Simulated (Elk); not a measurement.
## Collinear magnetic orders of EuCo2Pb2 with Elk

Wanted: the moments of EuCo2Pb2 and the energy of each order that was tried.

Calculated with Elk 11.2.3 (patched build); LDA (Perdew-Wang); all-electron APW+lo, Dirac cores, scalar-relativistic bands.

Most raw output is cut from this account.

### Step 1. Starting point

It takes space group I4/mmm (No. 139, tetragonal). The conventional cell has a = 4.249 Å, b = 4.249 Å, c = 10.709 Å, α = 90.00°, β = 90.00°, γ = 90.00°. Eu has 8 Pb at 3.30 Å and 8 Co at 3.42 Å nearest. Pb has 4 Co at 2.50 Å and 1 Pb at 2.72 Å and 4 Eu at 3.30 Å nearest. Co has 4 Pb at 2.50 Å and 4 Co at 3.00 Å and 4 Eu at 3.42 Å nearest. invented: EuGe2Ir2 (I4/mmm) with Co for Ir, Pb for Ge. Farther neighbours are not listed.

The cell is a made-up one and need not be a known phase.

The settings of this session are not all sound (see the inputs), so it shows what such settings give, not the properties of the crystal.

### Step 2. Run 1 (ferro +++)

Parallel moments need no larger cell; this start tests for a ferromagnetic state only.

Moments are seeded by fields in the spheres (the last three columns under atoms), set against the wanted direction and reduced each loop.

The input, elk.in:

```
tasks
  0
  33
  73

xctype
  3

rgkmax
  7.0

nempty
  3

swidth
  0.005

reducebf
  0.6

epsengy
  1e-05

maxscl
  100

lmaxi
  2

lmaxapw
  6

lmaxo
  4

spinpol
  .true.

sppath
  './'

avec
  -4.01480252026 4.01480252026 10.11838546649
  4.01480252026 -4.01480252026 10.11838546649
  4.01480252026 4.01480252026 -10.11838546649

atoms
  3
  'Eu.in'
  1
  0.0000000000 0.0000000000 0.0000000000   0.000000 0.000000 -0.500000
  'Pb.in'
  2
  0.3731859200 0.3731859200 0.0000000000   0.000000 0.000000 0.000000
  0.6268140800 0.6268140800 0.0000000000   0.000000 0.000000 0.000000
  'Co.in'
  2
  0.7500000000 0.2500000000 0.5000000000   0.000000 0.000000 -0.200000
  0.2500000000 0.7500000000 0.5000000000   0.000000 0.000000 -0.200000

ngridk
  6 6 6

plot3d
  0 0 0
  1 0 0
  0 1 0
  0 0 1
  31 31 31
```

Launch:

```console
$ OMP_NUM_THREADS=2 elk
```

Elapsed: 4.1 min, on 2 threads of Intel Xeon Platinum 8488C (Sapphire Rapids), shared host; peak memory 0.19 GiB; 8 min of CPU time.

Spin moment in the muffin-tin sphere by atom:

| atom | spin moment in the muffin-tin sphere (μB) |
| --- | --- |
| Eu1 | 6.71 |
| Pb2 | 0.00 |
| Pb3 | 0.00 |
| Co4 | -0.02 |
| Co5 | -0.02 |

Read from the output:

| Quantity | Value |
| --- | --- |
| density of states at the Fermi level | 5.091 states/eV/cell |
| moment between the spheres | 0.2484 μB |
| magnetization | 6.928 μB |
| final state | ferromagnetic |

The moments seeded on 2 Co atoms fell under 0.15 μB.

After 30 cycles the largest moment stands at 6.71 μB.

### Step 3. Order 2, typed as ferri +--

Another pattern of signs weighs the neighbour shells otherwise.

elk.in, as its differences from that of step 2:

```diff
@@ -2,4 +2,2 @@
   0
-  33
-  73
 
@@ -57,4 +55,4 @@
   2
-  0.7500000000 0.2500000000 0.5000000000   0.000000 0.000000 -0.200000
-  0.2500000000 0.7500000000 0.5000000000   0.000000 0.000000 -0.200000
+  0.7500000000 0.2500000000 0.5000000000   0.000000 0.000000 0.200000
+  0.2500000000 0.7500000000 0.5000000000   0.000000 0.000000 0.200000
 
@@ -62,8 +60 @@
   6 6 6
-
-plot3d
-  0 0 0
-  1 0 0
-  0 1 0
-  0 0 1
-  31 31 31
```

Launch:

```console
$ OMP_NUM_THREADS=2 elk
```

The job ended after 4.2 min (2 threads; peak memory 0.17 GiB; 8.2 min of CPU time).

Spin moment in the muffin-tin sphere by atom:

| atom | spin moment in the muffin-tin sphere (μB) |
| --- | --- |
| Eu1 | 6.71 |
| Pb2 | 0.00 |
| Pb3 | 0.00 |
| Co4 | -0.02 |
| Co5 | -0.02 |

Read from the output:

| Property | Result |
| --- | --- |
| density of states at the Fermi level | 5.091 states/eV/cell |
| moment between the spheres | 0.2484 μB |
| magnetization | 6.929 μB |
| final state | ferromagnetic |

The moments seeded on 2 Co atoms fell under 0.15 μB.

It lies level with the first start, and its largest moment is 6.71 μB against 6.71 μB.

### Step 4. Order 3, typed as ferri ++-

Reversing part of the moments tests the sign of the couplings between them.

elk.in, as its differences from that of step 3:

```diff
@@ -55,3 +55,3 @@
   2
-  0.7500000000 0.2500000000 0.5000000000   0.000000 0.000000 0.200000
+  0.7500000000 0.2500000000 0.5000000000   0.000000 0.000000 -0.200000
   0.2500000000 0.7500000000 0.5000000000   0.000000 0.000000 0.200000
```

Launch:

```console
$ OMP_NUM_THREADS=2 elk
```

Wall time 5 min (2 threads); peak memory 0.18 GiB; 9.8 min of CPU time.

Spin moment in the muffin-tin sphere by atom:

| atom | spin moment in the muffin-tin sphere (μB) |
| --- | --- |
| Eu1 | 6.71 |
| Pb2 | 0.00 |
| Pb3 | 0.00 |
| Co4 | -0.02 |
| Co5 | -0.02 |

Numbers from this step:

| Property | Result |
| --- | --- |
| density of states at the Fermi level | 5.094 states/eV/cell |
| moment between the spheres | 0.2484 μB |
| magnetization | 6.929 μB |
| final state | ferromagnetic |

The moments seeded on 2 Co atoms fell under 0.15 μB.

It lies level with the first start, and its largest moment is 6.71 μB against 6.71 μB.

### Step 5. Run 4 (no spin polarisation)

A run without seeds gives the energy of the state without moments.

The input, elk.in:

```
tasks
  0

xctype
  3

rgkmax
  7.0

nempty
  3

swidth
  0.005

epsengy
  1e-05

maxscl
  100

lmaxi
  2

lmaxapw
  6

lmaxo
  4

sppath
  './'

avec
  -4.01480252026 4.01480252026 10.11838546649
  4.01480252026 -4.01480252026 10.11838546649
  4.01480252026 4.01480252026 -10.11838546649

atoms
  3
  'Eu.in'
  1
  0.0000000000 0.0000000000 0.0000000000   0.000000 0.000000 0.000000
  'Pb.in'
  2
  0.3731859200 0.3731859200 0.0000000000   0.000000 0.000000 0.000000
  0.6268140800 0.6268140800 0.0000000000   0.000000 0.000000 0.000000
  'Co.in'
  2
  0.7500000000 0.2500000000 0.5000000000   0.000000 0.000000 0.000000
  0.2500000000 0.7500000000 0.5000000000   0.000000 0.000000 0.000000

ngridk
  6 6 6
```

Launch:

```console
$ OMP_NUM_THREADS=2 elk
```

It took 49 s on 2 threads; peak memory 0.1 GiB; 90 s of CPU time.

This step gave:

- density of states at the Fermi level: 27.02 states/eV/cell
- final state: non-magnetic (no spin polarisation)

It lies 1908 meV a seeded atom over the first start.

### Step 6. An attempt with other settings

A slip in the input shows what the program catches and what it lets pass.

The input, elk.in:

```
tasks
  0

xctype
  3

rgkmax
  7.0

nempty
  3

swidth
  0.005

reducebf
  0.6

epsengy
  1e-05

maxscl
  75

lmaxi
  2

lmaxapw
  6

lmaxo
  4

spinpol
  .true.

sppath
  './'

avec
  -4.01480252026 4.01480252026 10.11838546649
  4.01480252026 -4.01480252026 10.11838546649
  4.01480252026 4.01480252026 -10.11838546649

atoms
  3
  'Eu.in'
  1
  0.0000000000 0.0000000000 0.0000000000   0.000000 0.000000 0.000000
  'Pb.in'
  2
  0.3731859200 0.3731859200 0.0000000000   0.000000 0.000000 0.000000
  0.6268140800 0.6268140800 0.0000000000   0.000000 0.000000 0.000000
  'Co.in'
  2
  0.7500000000 0.2500000000 0.5000000000   0.000000 0.000000 0.000000
  0.2500000000 0.7500000000 0.5000000000   0.000000 0.000000 0.000000

ngridk
  6 6 6
```

Launch:

```console
$ OMP_NUM_THREADS=2 elk
```

The job ended after 3.3 min (2 threads; peak memory 0.2 GiB).

The run converged, to whatever state an unseeded start reaches.

The fault in the input: no seed field for a magnet.

The largest moment is 0 μB against 6.71 μB in the first run, and the free energy lies +5.72 eV from it.

Without a seed both spins stay alike by symmetry, so no moment can form.

### Step 7. The states side by side

These are free energies at a smearing of 0.136 eV, so its entropy term is in the differences. They are divided by the number of seeded atoms, so that cells of unlike size compare.

Orders:

| start | final state | typed order kept | energy over the lowest (meV a seeded atom) | largest sphere moment (μB) | net moment (μB a primitive cell) | DOS at the Fermi level (states/eV a primitive cell) | mesh matched | CPU time (s) |
| --- | --- | --- | --- | --- | --- | --- | --- | --- |
| ferro +++ | ferromagnetic | no | 0 | 6.709 | 6.928 | 5.091 | yes | 480 |
| ferri +-- | ferromagnetic | no | 0.0518 | 6.709 | 6.928 | 5.091 | yes | 491.8 |
| ferri ++- | ferromagnetic | no | 0.08485 | 6.709 | 6.929 | 5.094 | yes | 587.2 |
| no spin polarisation | non-magnetic | - | 1908 | 0 | 0 | 27.02 | yes | 90.19 |

### Step 8. Spin–orbit coupling

Orbital moments arise only with spin–orbit coupling, and measured moments hold them.

The run goes on from the saved lowest state, with the moments along the z axis of the cell.

The input, elk.in:

```
tasks
  1
  15

xctype
  3

rgkmax
  7.0

nempty
  3

swidth
  0.005

reducebf
  0.6

epsengy
  1e-05

maxscl
  100

lmaxi
  3

lmaxapw
  6

lmaxo
  4

spinpol
  .true.

spinorb
  .true.

cmagz
  .true.

sppath
  './'

avec
  -4.01480252026 4.01480252026 10.11838546649
  4.01480252026 -4.01480252026 10.11838546649
  4.01480252026 4.01480252026 -10.11838546649

atoms
  3
  'Eu.in'
  1
  0.0000000000 0.0000000000 0.0000000000   0.000000 0.000000 -0.000500
  'Pb.in'
  2
  0.3731859200 0.3731859200 0.0000000000   0.000000 0.000000 0.000000
  0.6268140800 0.6268140800 0.0000000000   0.000000 0.000000 0.000000
  'Co.in'
  2
  0.7500000000 0.2500000000 0.5000000000   0.000000 0.000000 -0.000200
  0.2500000000 0.7500000000 0.5000000000   0.000000 0.000000 -0.000200

ngridk
  6 6 6
```

Launch:

```console
$ OMP_NUM_THREADS=2 elk
```

The job ended after 6.8 min (2 threads; peak memory 0.25 GiB; 13 min of CPU time).

Spin moment in the muffin-tin sphere by atom:

| atom | spin moment in the muffin-tin sphere (μB) |
| --- | --- |
| Eu1 | 6.66 |
| Pb2 | 0.00 |
| Pb3 | 0.00 |
| Co4 | -0.02 |
| Co5 | -0.02 |

Numbers from this step:

* density of states at the Fermi level: 5.152 states/eV/cell
* moment between the spheres: 0.2461 μB
* magnetization: 6.880 μB
* final state: ferromagnetic

The moments seeded on 2 Co atoms fell under 0.15 μB.

Orbital moment <L> in the sphere by atom:

| atom | x (μB) | y (μB) | z (μB) | size |
| --- | --- | --- | --- | --- |
| Eu1 | 0.000 | 0.000 | -0.242 | 0.242 |
| Pb2 | 0.000 | 0.000 | 0.001 | 0.001 |
| Pb3 | 0.000 | 0.000 | 0.001 | 0.001 |
| Co4 | 0.000 | 0.000 | 0.008 | 0.008 |
| Co5 | 0.000 | 0.000 | 0.008 | 0.008 |

### Step 9. Outcome

| Item | Value |
| --- | --- |
| lowest state found | ferromagnetic (typed ferro +++) |
| largest site moment | 6.71 μB |
| next state | non-magnetic, 1908 meV a seeded atom higher |
| energy gained by spin polarisation | 1908 meV a seeded atom |
| with spin–orbit coupling: largest spin moment and its orbital moment | 6.66 and -0.242 μB |

In words: The lowest state found is ferromagnetic, reached from the start ferro +++, with moments up to 6.71 μB. All starts that keep moments end in one and the same state, so no two orders were compared. The divisor counts seeded atoms that end without a moment (2 of 3 in the lowest run); counted by the atoms that keep one, the energies are 3 times larger. The shell is near half filling, so the orbital moment is small beside the spin. A half-filled f shell should have none: without a U, f states near the Fermi level give this artefact. This is the lowest of 4 finished starts, no proof of the ground state. The f shell is half filled, so the spin-only picture is fair. Without a U the functional spreads the 4f electrons too much, so the state and its energies are unreliable.

[Logs and program files are shortened in this print: banners, set-up blocks, solver, clock and traceback lines can be left out without a mark of their own.]

[Logs are printed without paths, hosts, clocks, repeated set-up lines and the standing remarks that a program may print on its own settings, such as how far it seeks lower states.]

[Hosts, paths, dates, database ids (printed as entryN), source tags and the programs' standing remarks are cut or masked in the printed files.]

[Where a cell is said to come from a database of computed structures, the database is the Materials Project.]
